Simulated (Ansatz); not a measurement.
An input for Ansatz 0.2.0 (Ga2AsP (zincblende [001] superlattice)):

```yaml
crystal:
  lattice:
    - [3.9267132076, 0.0, 0.0]
    - [0.0, 3.9267132076, 0.0]
    - [0.0, 0.0, 22.1527784716]
  atoms:
    - { symbol: Ga, position: [0.0, 0.0, 0.0299911296] }
    - { symbol: As, position: [0.5, 0.0, 0.0948201336] }
    - { symbol: Ga, position: [0.5, 0.5, 0.1595617726] }
    - { symbol: As, position: [0.0, 0.5, 0.2244072261] }
    - { symbol: Ga, position: [0.0, 0.0, 0.2892532997] }
    - { symbol: As, position: [0.5, 0.0, 0.3540993733] }
    - { symbol: Ga, position: [0.5, 0.5, 0.4189448268] }
    - { symbol: As, position: [0.0, 0.5, 0.4836864657] }
    - { symbol: Ga, position: [0.0, 0.0, 0.5485154698] }
    - { symbol: P, position: [0.5, 0.0, 0.6086973828] }
    - { symbol: Ga, position: [0.5, 0.5, 0.668944743] }
    - { symbol: P, position: [0.0, 0.5, 0.7290964393] }
    - { symbol: Ga, position: [0.0, 0.0, 0.7892532997] }
    - { symbol: P, position: [0.5, 0.0, 0.84941016] }
    - { symbol: Ga, position: [0.5, 0.5, 0.9095618564] }
    - { symbol: P, position: [0.0, 0.5, 0.9698092166] }
kpoints:
  mp_grid: { grid: [6, 6, 2] }
  band_path:
    path:
      - [0.0, 0.0, 0.0]
      - [0.0, 0.5, 0.0]
      - [0.5, 0.5, 0.0]
      - [0.0, 0.0, 0.5]
      - [0.0, 0.5, 0.5]
      - [0.5, 0.5, 0.5]
    npoints: 1
hamiltonian:
  xc: pbesol
  pseudopotentials: { kind: paw_fr, azcp: { folder: soft_1 }, xc_functional: pbe }
scf:
  occupations: { method: fermi_dirac, width: 0.02 }
  n_extra_bands: 18
magnetization:
  noncollinear: true
  spin_orbit: true
output:
  eigenvalues: true
  forces: true
  stress: true
  write_density: true
  write_potential: true
  elf: true
  volumetric_format: npy
```

```sh
ansatz run input.yaml --threads 8 --pin off --max-ram 17510MiB --backend cpu --events-out ev --progress --plain --runs-dir out
```

How long will it take on 8 threads of Arm Neoverse V2, shared host, and how much memory?

It took 3.6 min; on shared hardware allow 1.8 min to 7.3 min. Peak host memory was 9.8 GiB. The sizes that set the cost: 6707 plane waves a state, 20 irreducible k points and 18 SCF cycles.

[Paths, hosts, dates, memory and timing lines, banners, echoed tables and standing remarks are left out of the program output.]

[Logs are printed without paths, hosts, clocks, repeated set-up lines and the standing remarks that a program may print on its own settings, such as how far it seeks lower states.]

[Runs of the session that timed out or met a known fault of the program may be left out.]

[Cells called generated may have been cut or substituted from an entry of the Crystallography Open Database or the Materials Project.]

[Hosts, paths, dates, database ids (printed as entryN), source tags and the programs' standing remarks are cut or masked in the printed files.]
